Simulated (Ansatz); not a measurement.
**How CsPbCl3 absorbs and reflects light**

Wanted: where CsPbCl3 starts to absorb, how strongly, and its refractive index.

Main program and level: Ansatz 0.2.0; DFT, PBE, plane-wave PAW, default files, scalar-relativistic, independent-particle optical response without local fields.

This is a report of a sequence of runs, with most program output left out.

## (1) The structure

Symmetry: Pm-3m, No. 221, cubic system. The conventional cell has a = 5.605 Å, b = 5.605 Å, c = 5.605 Å, α = 90.00°, β = 90.00°, γ = 90.00°. Nearest to Pb lie 6 Cl at 2.80 Å. Nearest to Cs lie 12 Cl at 3.96 Å. Cl has 2 Pb at 2.80 Å and 4 Cs at 3.96 Å nearest. Farther neighbours and most contacts between anions are not listed.

## (2) Ground state and bands

First the ground state: is it a metal or has it a gap?

This step: DFT, PBE, plane-wave PAW, default files, scalar-relativistic, ground state (Ansatz 0.2.0).

Contents of input.yaml:

```yaml
crystal:
  lattice:
    - [5.605, 0.0, 0.0]
    - [0.0, 5.605, 0.0]
    - [0.0, 0.0, 5.605]
  atoms:
    - { symbol: Pb, position: [0.5, 0.5, 0.5] }
    - { symbol: Cs, position: [0.0, 0.0, 0.0] }
    - { symbol: Cl, position: [0.5, 0.0, 0.5] }
    - { symbol: Cl, position: [0.0, 0.5, 0.5] }
    - { symbol: Cl, position: [0.5, 0.5, 0.0] }
kpoints:
  mp_grid: { grid: [4, 4, 4] }
  band_path:
    path:
      - [[0.0, 0.0, 0.0], [0.0, 0.5, 0.0], [0.5, 0.5, 0.0], [0.0, 0.0, 0.0], [0.5, 0.5, 0.5], [0.0, 0.5, 0.0]]
      - [[0.5, 0.5, 0.0], [0.5, 0.5, 0.5]]
    npoints: 10
scf:
  occupations: { method: fermi_dirac, width: 0.05 }
  n_extra_bands: 9
hamiltonian:
  xc: pbe
  pseudopotentials: { kind: paw }
output:
  forces: true
  stress: true
  populations: true
  write_bands: true
  write_density: true
  write_potential: true
  elf: true
  volumetric_format: npy
```

Launch:

```bash
> ansatz run input.yaml --threads 4 --pin off --max-ram 8192MiB --backend cpu --events-out ev --progress --plain --runs-dir out
```

The job ended after 1.1 s (4 threads of AMD EPYC 9R45, shared host; peak memory 0.59 GiB).

Read-outs, printed or worked out from the files:

```
free energy                  : -20823.2546 eV
Fermi energy                 : 5.058 eV
gap by band count            : 1.926 eV
electrons                    : 44
symmetry operations          : 48
pressure                     : 1.857 GPa
gap on the k-mesh            : 1.926 eV
volume                       : 176.1 Å³
gap on the path              : 1.926 eV
least direct gap on the path : 1.926 eV
```

There is a gap, 1.93 eV on the path, so no carriers' term is needed. The cell is left with a pressure of 1.9 GPa, as it stands unrelaxed at this level.

Electronic bands along the path, in eV, zero at the Fermi level; v1 is the highest filled band, c1 the lowest empty one:

| point | v4 | v3 | v2 | v1 | c1 | c2 | c3 | c4 |
| --- | --- | --- | --- | --- | --- | --- | --- | --- |
| Γ | -3.59 | -3.48 | -3.48 | -3.48 | 2.40 | 3.33 | 3.33 | 4.24 |
| halfway | -3.64 | -3.53 | -3.53 | -3.38 | 2.90 | 3.69 | 3.74 | 3.89 |
| X | -3.69 | -3.59 | -3.59 | -2.63 | 2.08 | 3.74 | 4.25 | 4.38 |
| halfway | -3.68 | -3.60 | -3.35 | -2.39 | 1.82 | 3.14 | 4.17 | 4.21 |
| M | -3.77 | -3.71 | -3.17 | -1.75 | 1.58 | 1.58 | 3.98 | 4.44 |
| halfway | -3.60 | -3.57 | -3.38 | -3.20 | 3.14 | 3.31 | 3.69 | 4.09 |
| Γ | -3.59 | -3.48 | -3.48 | -3.48 | 2.40 | 3.33 | 3.33 | 4.24 |
| halfway | -3.40 | -3.40 | -3.38 | -3.04 | 2.97 | 2.97 | 3.05 | 3.93 |
| R | -3.16 | -3.16 | -3.16 | -0.94 | 0.99 | 0.99 | 0.99 | 4.16 |
| halfway | -3.44 | -3.41 | -3.31 | -2.19 | 1.54 | 2.73 | 2.89 | 4.26 |
| X | -3.69 | -3.59 | -3.59 | -2.63 | 2.08 | 3.74 | 4.25 | 4.38 |
| jump to M | -3.77 | -3.71 | -3.17 | -1.75 | 1.58 | 1.58 | 3.98 | 4.44 |
| halfway | -3.38 | -3.38 | -3.16 | -1.55 | 1.28 | 1.28 | 2.55 | 4.52 |
| R | -3.16 | -3.16 | -3.16 | -0.94 | 0.99 | 0.99 | 0.99 | 4.16 |

Valence density in the ac plane at fractional y = 0.500, with atoms of Pb and Cl within 0.2 Å of it. It is the smooth field of the valence electrons, not physical close to the nuclei.

Values in e/Å³, 16 rows by 16 columns, each cell a mean:
```
0.0 0.0 0.0 0.0 0.1 0.5 1.4 1.5 1.1 1.6 1.0 0.3 0.1 0.0 0.0 0.0
0.0 0.0 0.0 0.0 0.1 0.3 0.8 1.4 1.5 1.2 0.6 0.2 0.1 0.0 0.0 0.0
0.0 0.0 0.0 0.0 0.1 0.2 0.4 0.6 0.7 0.5 0.2 0.1 0.0 0.0 0.0 0.0
0.1 0.1 0.1 0.0 0.0 0.1 0.2 0.3 0.3 0.2 0.1 0.1 0.0 0.0 0.1 0.1
0.3 0.3 0.1 0.1 0.1 0.1 0.2 0.4 0.4 0.3 0.2 0.1 0.1 0.1 0.2 0.3
1.1 0.8 0.4 0.2 0.1 0.3 0.7 1.4 1.7 1.1 0.5 0.2 0.1 0.2 0.6 1.0
1.6 1.5 0.8 0.3 0.2 0.5 2.0 4.3 5.1 3.3 1.1 0.3 0.2 0.5 1.2 1.6
0.5 1.5 1.1 0.4 0.3 0.8 3.0 7.0 8.5 5.1 1.7 0.4 0.3 0.7 1.5 1.1
1.1 1.6 1.0 0.4 0.3 0.7 2.5 5.8 7.0 4.3 1.4 0.4 0.3 0.6 1.4 1.5
1.5 1.2 0.6 0.2 0.2 0.4 1.2 2.5 3.0 2.0 0.7 0.2 0.2 0.4 0.8 1.4
0.6 0.4 0.2 0.1 0.1 0.2 0.4 0.7 0.8 0.5 0.3 0.1 0.1 0.2 0.3 0.5
0.2 0.1 0.1 0.0 0.0 0.1 0.2 0.3 0.3 0.2 0.1 0.1 0.0 0.1 0.1 0.1
0.0 0.0 0.0 0.0 0.0 0.1 0.2 0.4 0.4 0.3 0.2 0.1 0.0 0.0 0.0 0.0
0.0 0.0 0.0 0.0 0.1 0.2 0.6 1.0 1.1 0.8 0.4 0.1 0.1 0.0 0.0 0.0
0.0 0.0 0.0 0.0 0.1 0.4 1.2 1.6 1.5 1.5 0.8 0.3 0.1 0.0 0.0 0.0
0.0 0.0 0.0 0.0 0.2 0.6 1.5 1.1 0.5 1.6 1.1 0.3 0.1 0.0 0.0 0.0
```
Atoms in or near the plane, at fractional coordinates: Pb at (0.50, 0.50), Cl at (0.00, 0.50), Cl at (0.50, 0.00).

ELF in the ac plane at fractional y = 0.500, with atoms of Pb and Cl within 0.2 Å of it. It is the smooth field of the valence electrons, not physical close to the nuclei.

Ten even steps from '0' (0.00) to '9' (0.88), each cell a mean:
```
0003799768985100
0001589999973000
2100157887631001
6520012333200135
9852012332210378
9984134444422699
8995244112423798
4896243001433896
6896243001433897
9995134334422799
9973123444311589
7631011222100157
3200135665420013
0000379999852000
0002699889985100
0003799648996200
```
Atoms in or near the plane, at fractional coordinates: Pb at (0.50, 0.50), Cl at (0.00, 0.50), Cl at (0.50, 0.00).

## (3) Spectrum

The spectrum is a sum over vertical transitions between filled and empty bands at the fixed density, so many empty bands are needed.

This step: DFT, PBE, plane-wave PAW, default files, scalar-relativistic, independent-particle optical response without local fields (Ansatz 0.2.0).

input.yaml, the sections that differ from step 2:

```yaml
kpoints:
  mp_grid: { grid: [4, 4, 4] }
scf:
  occupations: { method: fixed }
output:
  optics:
    e_range: [0, 22]
    de: 0.05
    sigma: 0.15
    nscf_kmesh: { grid: [6, 6, 6] }
    bands: { spectra_wanted_up_to: 22 }
# crystal, hamiltonian: as in step 2
```

Run time: 8.9 s. Hardware: 4 threads; peak memory 1.6 GiB.

This step gave:

```
electronic dielectric constant ε∞, mean over x, y and z (by symmetry where fewer were run)                                                          : 4.298
absorption onset, first axis (α over 10⁴ cm⁻¹, or the direct gap if that lies higher)                                                               : 1.954 eV
main peak of Im epsilon, first axis                                                                                                                 : 7.986 eV
photocurrent from vertical transitions in a film 500 nm thick on a perfect mirror (two passes), AM1.5G, no front reflection, all carriers collected : 15.20 mA/cm²
least direct gap on the mesh                                                                                                                        : 1.926 eV
bands summed                                                                                                                                        : 103
spectra valid up to                                                                                                                                 : 28.65 eV
program's estimate of the k-sum error in Im epsilon                                                                                                 : 0.06 %
electrons in the f-sum                                                                                                                              : 38.11
```

The Im ε, any direction has structure finer than the step of the table below, so its rows give means over 1 eV, whole bins alone (the curve runs from 0 to 22 eV). Peaks (eV: height): 4.7: 3.58, 8.0: 3.88, 10.9: 3.67, 12.2: 2.42, 13.8: 3.47, 14.4: 3.76.

Im ε, any direction against photon energy; means over each step:

photon energy (eV), Im ε, any direction and a bar:
```
        1       0.00 
        2       0.40 ###
        3       2.04 ##################
        4       3.25 ############################
        5       3.43 ##############################
        6       2.53 ######################
        7       2.10 ##################
        8       3.06 ###########################
        9       2.00 ##################
       10       1.63 ##############
       11       2.80 ########################
       12       2.11 ##################
       13       2.61 #######################
       14       3.24 ############################
       15       1.57 ##############
       16       1.03 #########
       17       0.94 ########
       18       0.55 #####
       19       0.56 #####
       20       0.51 ####
       21       0.43 ####
```

The Re ε, any direction by photon energy:

photon energy (eV), Re ε, any direction and a bar from the least value:
```
      0.0       4.30 ########################
      0.5       4.33 ########################
      1.0       4.46 ########################
      1.5       4.72 #########################
      2.0       5.41 ############################
      2.5       5.54 #############################
      3.0       5.79 ##############################
      3.5       4.86 ##########################
      4.0       4.09 #######################
      4.5       3.59 #####################
      5.0       2.87 ##################
      5.5       1.86 #############
      6.0       2.15 ###############
      6.5       1.85 #############
      7.0       2.67 #################
      7.5       2.50 ################
      8.0       2.06 ##############
      8.5       0.87 #########
      9.0       0.88 #########
      9.5       1.45 ############
     10.0       1.80 #############
     10.5       2.62 #################
     11.0       1.00 ##########
     11.5       1.00 ##########
     12.0       1.41 ###########
     12.5       1.39 ###########
     13.0       1.31 ###########
     13.5       0.72 #########
     14.0      -0.04 #####
     14.5      -1.29 
     15.0      -1.24 
     15.5      -0.41 ####
     16.0      -0.06 #####
     16.5      -0.13 #####
     17.0      -0.30 ####
     17.5      -0.19 #####
     18.0      -0.03 #####
     18.5       0.15 ######
     19.0       0.26 #######
     19.5       0.22 ######
     20.0       0.20 ######
     20.5       0.27 #######
     21.0       0.28 #######
     21.5       0.36 #######
     22.0       0.25 #######
```

Refractive index n and extinction k against photon energy:

| photon energy (eV) | n | k |
| --- | --- | --- |
| 0 | 2.07 | 0 |
| 1 | 2.11 | 0 |
| 2 | 2.33 | 0.0706 |
| 3 | 2.44 | 0.377 |
| 4 | 2.15 | 0.726 |
| 5 | 1.90 | 0.857 |
| 6 | 1.64 | 0.731 |
| 7 | 1.74 | 0.596 |
| 8 | 1.80 | 1.08 |
| 9 | 1.26 | 0.838 |
| 10 | 1.46 | 0.567 |
| 11 | 1.54 | 1.17 |
| 12 | 1.43 | 0.791 |
| 13 | 1.43 | 0.855 |
| 14 | 1.24 | 1.25 |
| 15 | 0.512 | 1.23 |
| 16 | 0.718 | 0.758 |
| 17 | 0.613 | 0.825 |
| 18 | 0.497 | 0.531 |
| 19 | 0.645 | 0.396 |
| 20 | 0.595 | 0.397 |
| 21 | 0.634 | 0.354 |
| 22 | 0.610 | 0.352 |

Values under 1 per cm are given as 1. The absorption coefficient, any direction by photon energy:

| photon energy (eV) | absorption coefficient, any direction (1/cm) |
| --- | --- |
| 0.00 | 1 |
| 1.00 | 1 |
| 2.00 | 14303 |
| 3.00 | 1.1e5 |
| 4.00 | 2.9e5 |
| 5.00 | 4.3e5 |
| 6.00 | 4.4e5 |
| 7.00 | 4.2e5 |
| 8.00 | 8.8e5 |
| 9.00 | 7.6e5 |
| 10.00 | 5.8e5 |
| 11.00 | 1.3e6 |
| 12.00 | 9.6e5 |
| 13.00 | 1.1e6 |
| 14.00 | 1.8e6 |
| 15.00 | 1.9e6 |
| 16.00 | 1.2e6 |
| 17.00 | 1.4e6 |
| 18.00 | 9.7e5 |
| 19.00 | 7.6e5 |
| 20.00 | 8.1e5 |
| 21.00 | 7.5e5 |
| 22.00 | 7.9e5 |

The reflectivity at normal incidence, any direction has structure finer than the step of the table below, so its rows give means over 0.5 eV, whole bins alone (the curve runs from 0 to 22 eV). Peaks (eV: height): 3.35: 20.2, 8.05: 20.1, 11.05: 21.5, 14.95: 46.0, 17.20: 27.2, 19.80: 13.7.

Table of reflectivity at normal incidence, any direction by photon energy; means over each step:

| photon energy (eV) | reflectivity at normal incidence, any direction (%) |
| --- | --- |
| 0.5 | 12.3 |
| 1.0 | 12.8 |
| 1.5 | 13.7 |
| 2.0 | 15.7 |
| 2.5 | 16.8 |
| 3.0 | 18.5 |
| 3.5 | 19.4 |
| 4.0 | 17.9 |
| 4.5 | 18.3 |
| 5.0 | 17.4 |
| 5.5 | 16.3 |
| 6.0 | 12.7 |
| 6.5 | 12.1 |
| 7.0 | 11.1 |
| 7.5 | 12.0 |
| 8.0 | 18.6 |
| 8.5 | 16.9 |
| 9.0 | 12.5 |
| 9.5 | 7.24 |
| 10.0 | 8.44 |
| 10.5 | 11.8 |
| 11.0 | 19.8 |
| 11.5 | 12.3 |
| 12.0 | 12.5 |
| 12.5 | 12.0 |
| 13.0 | 14.3 |
| 13.5 | 18.8 |
| 14.0 | 23.2 |
| 14.5 | 35.4 |
| 15.0 | 44.4 |
| 15.5 | 29.9 |
| 16.0 | 19.3 |
| 16.5 | 20.2 |
| 17.0 | 24.6 |
| 17.5 | 25.3 |
| 18.0 | 20.7 |
| 18.5 | 13.5 |
| 19.0 | 10.1 |
| 19.5 | 11.4 |
| 20.0 | 12.1 |
| 20.5 | 9.53 |
| 21.0 | 9.22 |
| 21.5 | 7.44 |

Optical constants at common wavelengths, from n + ik = √ε:

| wavelength (nm) | n | k | R (%) | 1/α |
| --- | --- | --- | --- | --- |
| 1550 | 2.10 | 0.000 | 12.5 | over 1 mm |
| 1064 | 2.13 | 0.000 | 13.0 | over 1 mm |
| 633 | 2.32 | 0.053 | 15.8 | 956 nm |
| 450 | 2.39 | 0.289 | 17.5 | 124 nm |
| 405 | 2.45 | 0.408 | 18.8 | 79 nm |
| 308 | 2.15 | 0.728 | 17.7 | 34 nm |
| 248 | 1.90 | 0.857 | 16.9 | 23 nm |

Through 1 µm of it, D65 light comes out red, dark (x = 0.637, y = 0.358; 5 % transmitted). A larger true gap would move the edge to shorter wavelengths and change the colour.

The f-sum over the summed bands holds 38.1 of the cell's 44 electrons outside the frozen cores. Up to 22 eV the strength has a mean oscillator energy of 8.5 eV, close to the main peak.

## (4) Static response with local fields

A static field by perturbation theory: the induced potential is included, and the Born charges come with it.

This step: DFT, PBE, plane-wave PAW, default files, scalar-relativistic, static field response by perturbation theory with local fields (Ansatz 0.2.0).

input.yaml, as its differences from that of step 3:

```diff
@@ -18,8 +18,2 @@
   pseudopotentials: { kind: paw }
-output:
-  optics:
-    e_range: [0, 22]
-    de: 0.05
-    sigma: 0.15
-    nscf_kmesh: { grid: [6, 6, 6] }
-    bands: { spectra_wanted_up_to: 22 }
+dielectric: {}
```

Run time: 9.2 s. Hardware: 4 threads; peak memory 0.88 GiB.

This step gave:

```
electronic dielectric constant ε∞, mean over x, y and z (by symmetry where fewer were run) : 3.935
```

ε∞ with local fields:

```
3.94 0.00 0.00
0.00 3.94 0.00
0.00 0.00 3.94
```

Diagonal elements. Born, by row:

| atom | Z*xx (e) | Z*yy (e) | Z*zz (e) |
| --- | --- | --- | --- |
| Pb1 | 3.925 | 3.925 | 3.925 |
| Cs2 | 1.319 | 1.319 | 1.319 |
| Cl3 | -0.728 | -3.788 | -0.728 |
| Cl4 | -3.788 | -0.728 | -0.728 |
| Cl5 | -0.728 | -0.728 | -3.788 |

Mean Born charges are Pb +3.92, Cs +1.32 and Cl -1.75, against formal valences of +2, +1 and -1. That of Pb exceeds its valence by 96 %, the mark of charge moving along hybridised bonds as the atoms shift.

## (5) Summary of results

```yaml
gap_on_the_path: 1.93 eV
least_direct_gap_on_the_path: 1.93 eV
electronic_dielectric_constant_eps_infinity_mean_over_x_y_and_z_by_symmetry_where_fewer_were_run_independent_particles: 4.30
absorption_onset_first_axis_alpha_over_1e4_cm_minus1_or_the_direct_gap_if_that_lies_higher: 1.95 eV
main_peak_of_im_epsilon_first_axis: 7.99 eV
photocurrent_from_vertical_transitions_in_a_film_500_nm_thick_on_a_perfect_mirror_two_passes_am1p5g_no_front_reflection_all_carriers_collected: 15.2 mA/cm²
electronic_dielectric_constant_eps_infinity_mean_over_x_y_and_z_by_symmetry_where_fewer_were_run_static_response_with_local_fields: 3.94
```

At this level (PBE, independent particles) CsPbCl3 has ε∞ = 4.30 (3.94 with local fields) and n = 2.10 at 1550 nm; absorption sets in near 2.0 eV, and Im ε peaks at 8.0 eV. The gap on the path is direct, 1.93 eV. The absorption coefficient passes 10⁴ cm⁻¹ at 1.95 eV, inside the visible range. Distinct maxima of Im ε, read by a parabola through the highest points, lie at 5.28 eV (3.6), 7.99 eV (3.9), 10.93 eV (3.7) and 14.40 eV (3.8). The f-sum over the summed bands holds 38.1 of the cell's 44 electrons outside the frozen cores. Up to 22 eV the strength has a mean oscillator energy of 8.5 eV, close to the main peak. Through 1 µm of it, D65 light comes out red, dark (x = 0.637, y = 0.358; 5 % transmitted). A larger true gap would move the edge to shorter wavelengths and change the colour. With local fields and the functional's kernel the static response is 3.94 against 4.30 for independent particles (-8 %). In the base spectrum excitons and phonon-assisted transitions are missing, and so are local fields; PBE gaps are as a rule too small, which pulls the onset down and ε∞ up, while the missing spin-orbit coupling works the other way with such heavy atoms. In the base run ε includes the program's bounded estimate of what the bands above those summed add. Spin-orbit coupling is left out although heavy atoms are present.

[Logs are printed without paths, hosts, clocks, repeated set-up lines and the standing remarks that a program may print on its own settings, such as how far it seeks lower states.]

[Hosts, paths, dates, database ids (printed as entryN), source tags and the programs' standing remarks are cut or masked in the printed files.]
